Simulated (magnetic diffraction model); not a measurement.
# Magnetic neutron pattern of SrMnSiH

Space group P3m1 (no. 156), a = 4.1310 Å, c = 4.9990 Å.

| site | atom | x | y | z |
| --- | --- | --- | --- | --- |
| 1a | Sr | 0 | 0 | 0.9965 |
| 1c | Mn | 2/3 | 1/3 | 0.4573 |
| 1b | Si | 1/3 | 2/3 | 0.5671 |
| 1c | H | 2/3 | 1/3 | 0.0997 |

This is a made-up structure (elements placed in a structure type, unrelaxed), so the numbers test the method and describe no known phase.

Only Mn is taken to order (form factors of Mn2+); orders and moment sizes are assumed, and not adapted to the symmetry. Radiation: neutrons of λ = 2.567 Å, 3° to 100°; isotropic B of 0.58 Å² (Sr), 0.81 Å² (Mn), 0.88 Å² (Si) and 0.96 Å² (H). Simulated constant-wavelength pattern: nuclear and magnetic terms add, the magnetic one as |2.695 fm × Σ f S⊥ exp(2πi Q·r) exp(−B s²)|², summed over all Q at one angle with the factor 1/(sin²θ cos θ). For collinear order S is the moment m, which repeats by lattice and centring translations R with the sign exp(−2πi k·R). Free-ion form factors, Sears's scattering lengths of 1992, no absorption; a label names one of the reflections at its angle. The strongest nuclear line in the range is 100, and lines under 0.2 are left out.

Assume the order k = (0 0 1/2), collinear moments along [100], 2.72 μB on Mn.

Predict the pattern, nuclear and magnetic parts apart.

```csv
2θ (°),index,nuclear,magnetic
14.75,(0 0 1/2),0.0,72.3
29.75,(0 0 1),14.4,0.0
42.05,(1 0 0),100.0,0.0
44.80,(1 0 1/2),0.0,18.8
45.30,(0 0 3/2),0.0,5.5
52.36,(1 0 1),73.6,0.0
61.80,(0 0 2),3.0,0.0
63.52,(1 0 3/2),0.0,9.6
76.84,(1 1 0),3.1,0.0
77.57,(1 0 2),49.3,0.0
78.77,(1 1 1/2),0.0,3.3
79.86,(0 0 5/2),0.0,1.0
84.50,(1 1 1),15.3,0.0
91.70,(2 0 0),30.6,0.0
93.59,(2 0 1/2),0.0,1.9
93.95,(1 1 3/2),0.0,2.3
94.67,(1 0 5/2),0.0,3.1
99.30,(2 0 1),31.5,0.0
```

The strongest magnetic line in the range is (0 0 1/2) at 14.75° (72.3). On top of the Lorentz factor, which all lines share, magnetic lines fade with angle because f falls: for Mn2+ it is 0.90, 0.66, 0.41 and 0.12 at sin θ/λ = 0.1, 0.2, 0.3 and 0.5 Å⁻¹, while nuclear lengths stay constant. The order has no net moment.

[Logs are printed without paths, hosts, clocks, repeated set-up lines and the standing remarks that a program may print on its own settings, such as how far it seeks lower states.]
